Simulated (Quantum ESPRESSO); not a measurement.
# BaLiF3 (Pm-3m): third-order response, part 2 of 2

Which lines does BaLiF3 (Pm-3m) show in Raman and infrared spectra?

Quantum ESPRESSO 8.0 development, patched; DFT LDA, scalar-relativistic, plane waves, PseudoDojo norm-conserving pseudopotentials.

So far. Step 2 (A first look): A gap of 6.6 eV opens on this mesh, so the crystal is taken as an insulator; the start stands at -5.7 GPa. Step 4 (Ground state): The cell stands at -0.012 GPa, close enough for phonons. The relaxed cell has a = 3.892 Å (conventional setting).

### Step 5. Zone-centre response

At q = 0 one unit cell holds all displacements; symmetry groups them into irreducible representations that are solved one by one. The response to a field gives ε∞ and the Born charges, which polar modes need. Third-order response adds the Raman tensors.

ph.in

```
phonons
 &inputph
    prefix='x',
    outdir='./tmp',
    fildyn='g.dyn',
    tr2_ph=1.0d-18,
    epsil=.true.,
    lraman=.true.,
    elop=.true.,
 /
0.000000000000 0.000000000000 0.000000000000
```

The run is started by

```
> OMP_NUM_THREADS=1 mpirun -n 4 ph.x -nk 4 -in ph.in > ph.out
```

The program printed:

```text
[banners, grids, parts of the stress and lines that vanish by symmetry left out]
[banner, memory and clock lines left out]
Program PHONON v.8.0dev

[...]
(   1q-points):
[...]
Exchange-correlation= PW
                           (   1   4   0   0   0   0   0)
[...]
kinetic-energy cut-off    =      84.0000  Ry
     charge density cut-off    =     336.0000  Ry
     convergence threshold     =      1.0E-18
[...]
Exchange-correlation= PW
                           (   1   4   0   0   0   0   0)
[...]
q = (   0.0000000   0.0000000   0.0000000 )
     49 Sym.Ops. (with q -> -q+G )
     G cutoff =  460.4911  (  41395 G-vectors)     FFT grid: ( 45, 45, 45)
     number of k points=    35
[...]
Mode symmetry, O_h (m-3m)  point group:
[...]
Dielectric constant
[...]
End of electric fields calculation
          Dielectric constant in cartesian axis
          (       2.716849263       0.000000000       0.000000000 )
          (       0.000000000       2.716849263       0.000000000 )
          (       0.000000000       0.000000000       2.716849263 )
          Effective charges (d Force / dE) in cartesian axis without acoustic sum rule applied (asr)
           atom    1  Ba    Mean Z*:        2.77627
      Ex  (        2.77627        0.00000        0.00000 )
      Ey  (        0.00000        2.77627        0.00000 )
      Ez  (        0.00000        0.00000        2.77627 )
           atom    2  Li    Mean Z*:        1.04948
      Ex  (        1.04948        0.00000        0.00000 )
      Ey  (        0.00000        1.04948        0.00000 )
      Ez  (        0.00000        0.00000        1.04948 )
           atom    3  F     Mean Z*:       -1.27519
      Ex  (       -1.02609        0.00000        0.00000 )
      Ey  (        0.00000       -1.39973        0.00000 )
      Ez  (        0.00000        0.00000       -1.39973 )
           atom    4  F     Mean Z*:       -1.27519
      Ex  (       -1.39973        0.00000        0.00000 )
      Ey  (        0.00000       -1.39973        0.00000 )
      Ez  (        0.00000        0.00000       -1.02609 )
           atom    5  F     Mean Z*:       -1.27519
      Ex  (       -1.39973        0.00000        0.00000 )
      Ey  (        0.00000       -1.02609        0.00000 )
      Ez  (        0.00000        0.00000       -1.39973 )
          Effective charges Sum: Mean:        0.00019
[...]
Effective charges (d Force / dE) in cartesian axis with asr applied:
           atom    1  Ba    Mean Z*:        2.77623
[...]
atom    2  Li    Mean Z*:        1.04944
[...]
atom    3  F     Mean Z*:       -1.27522
[...]
atom    4  F     Mean Z*:       -1.27522
[...]
atom    5  F     Mean Z*:       -1.27522
[...]
Dielectric constant from finite-differences
          (       2.716864760       0.000000000       0.000000000 )
          (       0.000000000       2.716864760       0.000000000 )
          (       0.000000000       0.000000000       2.716864760 )
[...]
(       0.000000000       0.000000000       0.000000000 )
          (       0.000000000       0.000000000       0.000000000 )
          (       0.000000000      -0.000000000       0.000000000 )
          (       0.000000000       0.000000000       0.000000000 )
          (       0.000000000       0.000000000       0.000000000 )
          (      -0.000000000       0.000000000       0.000000000 )
          (       0.000000000      -0.000000000       0.000000000 )
          (       0.000000000       0.000000000       0.000000000 )
[...]
(       0.000000000       0.000000000       0.000000000 )
          (       0.000000000       0.000000000       0.000000000 )
          (       0.000000000      -0.000000000       0.000000000 )
          (      -0.000000000       0.000000000       0.000000000 )
          (       0.000000000       0.000000000       0.000000000 )
[...]
Representation #   1 modes #   1   2   3
[...]
End of self-consistent calculation
     Convergence has been achieved
     Representation #   2 modes #   4   5   6
[...]
End of self-consistent calculation
     Convergence has been achieved
     Representation #   3 modes #   7   8   9
[...]
End of self-consistent calculation
     Convergence has been achieved
     Representation #   4 modes #  10  11  12
[...]
End of self-consistent calculation
     Convergence has been achieved
     Representation #   5 modes #  13  14  15
[...]
End of self-consistent calculation
     Convergence has been achieved
[...]
Dielectric constant in cartesian axis
          (       2.716849263       0.000000000       0.000000000 )
          (       0.000000000       2.716849263       0.000000000 )
          (       0.000000000       0.000000000       2.716849263 )
          Effective charges (d Force / dE) in cartesian axis without acoustic sum rule applied (asr)
           atom    1  Ba    Mean Z*:        2.77627
      Ex  (        2.77627        0.00000        0.00000 )
      Ey  (        0.00000        2.77627        0.00000 )
      Ez  (        0.00000        0.00000        2.77627 )
           atom    2  Li    Mean Z*:        1.04948
      Ex  (        1.04948        0.00000        0.00000 )
      Ey  (        0.00000        1.04948        0.00000 )
      Ez  (        0.00000        0.00000        1.04948 )
           atom    3  F     Mean Z*:       -1.27519
      Ex  (       -1.02609        0.00000        0.00000 )
      Ey  (        0.00000       -1.39973        0.00000 )
      Ez  (        0.00000        0.00000       -1.39973 )
           atom    4  F     Mean Z*:       -1.27519
      Ex  (       -1.39973        0.00000        0.00000 )
      Ey  (        0.00000       -1.39973        0.00000 )
      Ez  (        0.00000        0.00000       -1.02609 )
           atom    5  F     Mean Z*:       -1.27519
      Ex  (       -1.39973        0.00000        0.00000 )
      Ey  (        0.00000       -1.02609        0.00000 )
      Ez  (        0.00000        0.00000       -1.39973 )
          Effective charges Sum: Mean:        0.00019
[...]
Effective charges (d Force / dE) in cartesian axis with asr applied:
           atom    1  Ba    Mean Z*:        2.77623
[...]
atom    2  Li    Mean Z*:        1.04944
[...]
atom    3  F     Mean Z*:       -1.27522
[...]
atom    4  F     Mean Z*:       -1.27522
[...]
atom    5  F     Mean Z*:       -1.27522
[...]
q = (    0.000000000   0.000000000   0.000000000 )
[...]
freq (    1) =      -0.039895 [THz] =      -1.330739 [cm-1]
     freq (    2) =      -0.039895 [THz] =      -1.330739 [cm-1]
     freq (    3) =      -0.039895 [THz] =      -1.330739 [cm-1]
     freq (    4) =       4.562767 [THz] =     152.197515 [cm-1]
     freq (    5) =       4.562767 [THz] =     152.197515 [cm-1]
     freq (    6) =       4.562767 [THz] =     152.197515 [cm-1]
     freq (    7) =       6.109731 [THz] =     203.798694 [cm-1]
     freq (    8) =       6.109731 [THz] =     203.798694 [cm-1]
     freq (    9) =       6.109731 [THz] =     203.798694 [cm-1]
     freq (   10) =       9.841596 [THz] =     328.280304 [cm-1]
     freq (   11) =       9.841596 [THz] =     328.280304 [cm-1]
     freq (   12) =       9.841596 [THz] =     328.280304 [cm-1]
     freq (   13) =      12.137782 [THz] =     404.872818 [cm-1]
     freq (   14) =      12.137782 [THz] =     404.872818 [cm-1]
     freq (   15) =      12.137782 [THz] =     404.872818 [cm-1]
[...]
Mode symmetry, O_h (m-3m)  point group:
     freq (   1-   3) =         -1.3  [cm-1]   --> T_1u G_15  G_4- I
     freq (   4-   6) =        152.2  [cm-1]   --> T_1u G_15  G_4- I
     freq (   7-   9) =        203.8  [cm-1]   --> T_2u G_25  G_5-
     freq (  10-  12) =        328.3  [cm-1]   --> T_1u G_15  G_4- I
     freq (  13-  15) =        404.9  [cm-1]   --> T_1u G_15  G_4- I
```

Elapsed: 23 min, on 4 MPI ranks of Arm Neoverse V2, shared host; 1.5 h of CPU time.

This step gave:

```yaml
miss_of_the_charge_sum_rule: 2.00e-4 e
largest_acoustic_frequency_at_the_zone_centre_before_the_sum_rule: -1.33 cm⁻¹
highest_optical_zone_centre_mode_no_lo_to_term: 404.9 cm⁻¹
lowest_optical_zone_centre_mode: 152.2 cm⁻¹
mean_high_frequency_dielectric_constant: 2.717
largest_born_charge_in_size_third_of_the_trace: 2.776 e
```

Born charge (rows field, columns displacement), before the sum rule (e), principal values of the symmetric part by kind of site:

```csv
atom,atoms with these values,low,middle,high,mean
Ba1,1,2.78,2.78,2.78,2.78
Li2,1,1.05,1.05,1.05,1.05
F3,3,-1.40,-1.40,-1.03,-1.28
```

In full for Ba1:

```
2.78 0.00 0.00
0.00 2.78 0.00
0.00 0.00 2.78
```

High-frequency dielectric tensor:

```
2.72 0.00 0.00
0.00 2.72 0.00
0.00 0.00 2.72
```

The acoustic modes at Γ come out as far as 1.3 cm⁻¹ from zero, where they should vanish, a small numerical error; the Born charges miss their sum rule by 2.0e-4 e, which is good.

### Step 6. Modes with the sum rule

A rigid shift of the crystal must cost nothing, but grids and finite bases break this; the acoustic sum rule is imposed before the matrix is diagonalised again. With Born charges the intensities follow, and the static dielectric tensor.

dynmat.in

```
 &input
    fildyn='g.dyn',
    asr='simple',
    fileig='dynmat.eig',
    lperm=.true.,
 /
```

The run is started by

```
> dynmat.x -in dynmat.in > dynmat.out
```

The program printed:

```text
[banner, memory and clock lines left out]
Program DYNMAT v.8.0dev

     Reading Dynamical Matrix from file g.dyn
     ...Force constants read
     ...epsilon and Z* read
     ...Raman cross sections read
     A direction for q was not specified:TO-LO splitting will be absent

     Polarizability (A^3 units)
     multiply by 0.636018 for Clausius-Mossotti correction (not under assume_isolated = 'mt')
         8.057276    0.000000    0.000000
         0.000000    8.057276    0.000000
         0.000000    0.000000    8.057276

     IR activities are in (D/A)^2/amu units

# mode   [cm-1]    [THz]      IR
    1     -0.00   -0.0000    0.0000
    2     -0.00   -0.0000    0.0000
    3      0.00    0.0000    0.0000
    4    152.21    4.5632    5.1996
    5    152.21    4.5632    5.1996
    6    152.21    4.5632    5.1996
    7    203.81    6.1102    0.0000
    8    203.81    6.1102    0.0000
    9    203.81    6.1102    0.0000
   10    328.29    9.8419    0.8124
   11    328.29    9.8419    0.8124
   12    328.29    9.8419    0.8124
   13    404.87   12.1378    4.9816
   14    404.87   12.1378    4.9816
   15    404.87   12.1378    4.9816

Electronic dielectric permittivity tensor (relative, adimensional)
         2.716849    0.000000    0.000000
         0.000000    2.716849    0.000000
         0.000000    0.000000    2.716849

 ... with zone-center polar mode contributions
        12.204859    0.000000    0.000000
         0.000000   12.204859    0.000000
         0.000000    0.000000   12.204859

[end of the log left out, with the tail of the file of modes that dynmat.x writes under the same name]
```

The job ended after 0.47 s (1 thread).

This step gave:

| Item | Value |
| --- | --- |
| mean static dielectric constant | 12.20 |

Unit eigenvectors of the mass-weighted matrix after the sum rule; no LO-TO term. The modes at Γ (shares of kinetic energy by element, %):

```csv
mode,frequency (cm⁻¹),symmetry,Ba %,Li %,F %
1,0.0,acoustic,68,3,28
2,0.0,acoustic,68,3,28
3,0.0,acoustic,68,3,28
4,152.2,T1u,31,3,66
5,152.2,T1u,31,3,66
6,152.2,T1u,31,3,66
7,203.8,T2u,0,0,100
8,203.8,T2u,0,0,100
9,203.8,T2u,0,0,100
10,328.3,T1u,0,5,95
11,328.3,T1u,0,5,95
12,328.3,T1u,0,5,95
13,404.9,T1u,0,89,11
14,404.9,T1u,0,89,11
15,404.9,T1u,0,89,11
```

Displacements in mode 4 (152.2 cm⁻¹), the largest set to 1:
```
Ba1  0.06  0.08  0.44
Li2 -0.08 -0.10 -0.59
F3  -0.13 -0.17 -0.97
F4  -0.13 -0.17 -1.00
F5  -0.13 -0.18 -0.97
```

Displacements in mode 12 (328.3 cm⁻¹), the largest set to 1:
```
Ba1  0.00  0.00  0.00
Li2 -0.01  0.14  0.48
F3  -0.02 -0.16 -0.57
F4   0.01 -0.16  1.00
F5   0.01  0.29 -0.57
```

Degenerate modes summed, no LO-TO term. Infrared lines, with heights relative to the strongest:

```
position (cm⁻¹)  lines merged  label  IR intensity, relative
            152             3    T1u                     100
            204             3    T2u                     0.0
            328             3    T1u                      16
            405             3    T1u                      96
```

Static dielectric tensor (ions relaxed, fixed cell):

```
12.20  0.00  0.00
 0.00 12.20  0.00
 0.00  0.00 12.20
```

The rule moves no optical mode by more than 0.1 cm⁻¹.

### Step 7. Sum rules set otherwise: a sum rule for molecules or wires on a crystal

This rule also removes rotations, which suits molecules and not a crystal; it is tried to see the harm.

dynmat.in

```
 &input
    fildyn='g.dyn',
    asr='zero-dim',
    fileig='dynmat.eig',
    lperm=.true.,
 /
```

The run is started by

```
> dynmat.x -in dynmat.in > dynmat.out
```

The program printed:

```text
[banner, memory and clock lines left out]
Program DYNMAT v.8.0dev

     Reading Dynamical Matrix from file g.dyn
     ...Force constants read
     ...epsilon and Z* read
     ...Raman cross sections read
     Warning: this looks like a crystal, not a molecule in a box: use asr = 'crystal'
     Acoustic Sum Rule: || Z*(ASR) - Z*(orig)|| =    1.442928E-04
     Acoustic Sum Rule: ||dyn(ASR) - dyn(orig)||=    1.638237E-01
     Message from routine dynmat:
     WARNING: the charges keep any dipole. Ignore the strengths of the modes set to zero; with q typed a rigid rotation may get a frequency
     A direction for q was not specified:TO-LO splitting will be absent

     Polarizability (A^3 units)
     multiply by 0.636018 for Clausius-Mossotti correction (not under assume_isolated = 'mt')
         8.057276    0.000000    0.000000
         0.000000    8.057276    0.000000
         0.000000    0.000000    8.057276

     IR activities are in (D/A)^2/amu units

# mode   [cm-1]    [THz]      IR
    1     -0.00   -0.0000    1.3378
    2     -0.00   -0.0000    0.2816
    3     -0.00   -0.0000    0.1299
    4      0.00    0.0000    0.4432
    5      0.00    0.0000    0.5082
    6      0.00    0.0000    0.3592
    7    152.21    4.5631    5.1997
    8    195.12    5.8497    1.8530
    9    195.12    5.8497    1.8530
   10    275.56    8.2609    3.6908
   11    275.56    8.2609    3.6908
   12    328.28    9.8416    0.8123
   13    394.07   11.8139    3.9198
   14    394.07   11.8139    3.9198
   15    404.87   12.1377    4.9816

Electronic dielectric permittivity tensor (relative, adimensional)
         2.716849    0.000000    0.000000
         0.000000    2.716849    0.000000
         0.000000    0.000000    2.716849

 ... with zone-center polar mode contributions
         8.833531    1.685818    1.685818
         1.685818    8.833531    1.685818
         1.685818    1.685818    8.833531

[end of the log left out, with the tail of the file of modes that dynmat.x writes under the same name]
```

The job ended after 0.45 s (1 thread).

The program raised no error, yet the settings are not those of a careful run.

The fault: a sum rule for molecules or wires on a crystal; 3 optical modes are projected out to zero frequency, as if they were rotations, and the static dielectric tensor is spoilt.

For a crystal the rule has to be 'simple' or 'crystal'.

Zone-centre frequencies as printed; negative means imaginary. Modes:

```
mode  frequency (cm⁻¹)
   1                 0
   2                 0
   3                 0
   4                 0
   5                 0
   6                 0
   7             152.2
   8             195.1
   9             195.1
  10             275.6
  11             275.6
  12             328.3
  13             394.1
  14             394.1
  15             404.9
```

### Step 8. The LO-TO splitting (1 0 0)

A longitudinal polar mode sets up a macroscopic field that stiffens it; the term hangs on the direction from which q goes to zero.

dynmat.in

```
 &input
    fildyn='g.dyn',
    asr='simple',
    fileig='dynmat.eig',
    q(1)=1.0,
    q(2)=0.0,
    q(3)=0.0,
 /
```

The run is started by

```
> dynmat.x -in dynmat.in > dynmat.out
```

The program printed:

```text
[banner, memory and clock lines left out]
Program DYNMAT v.8.0dev

     Reading Dynamical Matrix from file g.dyn
     ...Force constants read
     ...epsilon and Z* read
     ...Raman cross sections read

     Polarizability (A^3 units)
     multiply by 0.636018 for Clausius-Mossotti correction (not under assume_isolated = 'mt')
         8.057276    0.000000    0.000000
         0.000000    8.057276    0.000000
         0.000000    0.000000    8.057276

     IR activities are in (D/A)^2/amu units

# mode   [cm-1]    [THz]      IR
    1     -0.00   -0.0000    0.0000
    2      0.00    0.0000    0.0000
    3      0.00    0.0000    0.0000
    4    152.21    4.5632    5.1996
    5    152.21    4.5632    5.1996
    6    203.81    6.1102    0.0000
    7    203.81    6.1102    0.0000
    8    203.81    6.1102    0.0000
    9    245.44    7.3580    1.2251
   10    328.29    9.8419    0.8124
   11    328.29    9.8419    0.8124
   12    338.51   10.1483    0.2799
   13    404.87   12.1378    4.9816
   14    404.87   12.1378    4.9816
   15    516.12   15.4728    9.4886

[end of the log left out, with the tail of the file of modes that dynmat.x writes under the same name]
```

It took 0.45 s on 1 thread.

This step gave:

- highest mode moved by the LO-TO term: 516.1 cm⁻¹

Zone-centre frequencies as printed; negative means imaginary. Modes:

```
mode  frequency (cm⁻¹)
   1                 0
   2                 0
   3                 0
   4             152.2
   5             152.2
   6             203.8
   7             203.8
   8             203.8
   9             245.4
  10             328.3
  11             328.3
  12             338.5
  13             404.9
  14             404.9
  15             516.1
```

The field moves 3 modes; the highest of them now lies at 516 cm⁻¹, where the highest that moved away lay at 405.

### Step 9. Summary of results

| Property | Result |
| --- | --- |
| space group after relaxation | Pm-3m |
| volume per atom | 11.8 Å³ |
| gap on the k-mesh | 6.65 eV |
| highest optical zone-centre mode (no LO-TO term) | 404.9 cm⁻¹ |
| lowest optical zone-centre mode | 152.2 cm⁻¹ |
| highest mode moved by the LO-TO term | 516.1 cm⁻¹ |
| mean high-frequency dielectric constant | 2.72 |
| largest Born charge in size (third of the trace) | 2.78 e |
| mean static dielectric constant | 12.2 |
| imaginary optical modes at the zone centre (no q mesh in this session) | none |

No mode is Raman active in this structure; the strongest infrared line lies at 152 cm⁻¹. At the LDA level the optical modes of BaLiF3 (Pm-3m) at the zone centre (no LO-TO term) run from 152 to 405 cm⁻¹. Along the directions run, the highest mode that the macroscopic field moves lies at 516 cm⁻¹. Lattice motion raises the mean dielectric constant from 2.717 to 12.20. Of the 12 optical modes, 9 are infrared active alone and 3 are silent. These are harmonic frequencies at zero temperature: anharmonic shifts and linewidths and thermal expansion are left out. Spin-orbit coupling is left out, which can matter for the heavy elements here. The build is a development version in which the Raman tensors of release 7.5 are mended; dynmat.x leaves out the electro-optic term of LO lines. The structure comes from a database and need not be the phase that is stable at ambient conditions.

[Host names and launcher messages were left out of these logs when they were recorded.]

[Logs are printed without paths, hosts, clocks, repeated set-up lines and the standing remarks that a program may print on its own settings, such as how far it seeks lower states.]

[Hosts, paths, dates, database ids (printed as entryN), source tags and the programs' standing remarks are cut or masked in the printed files.]
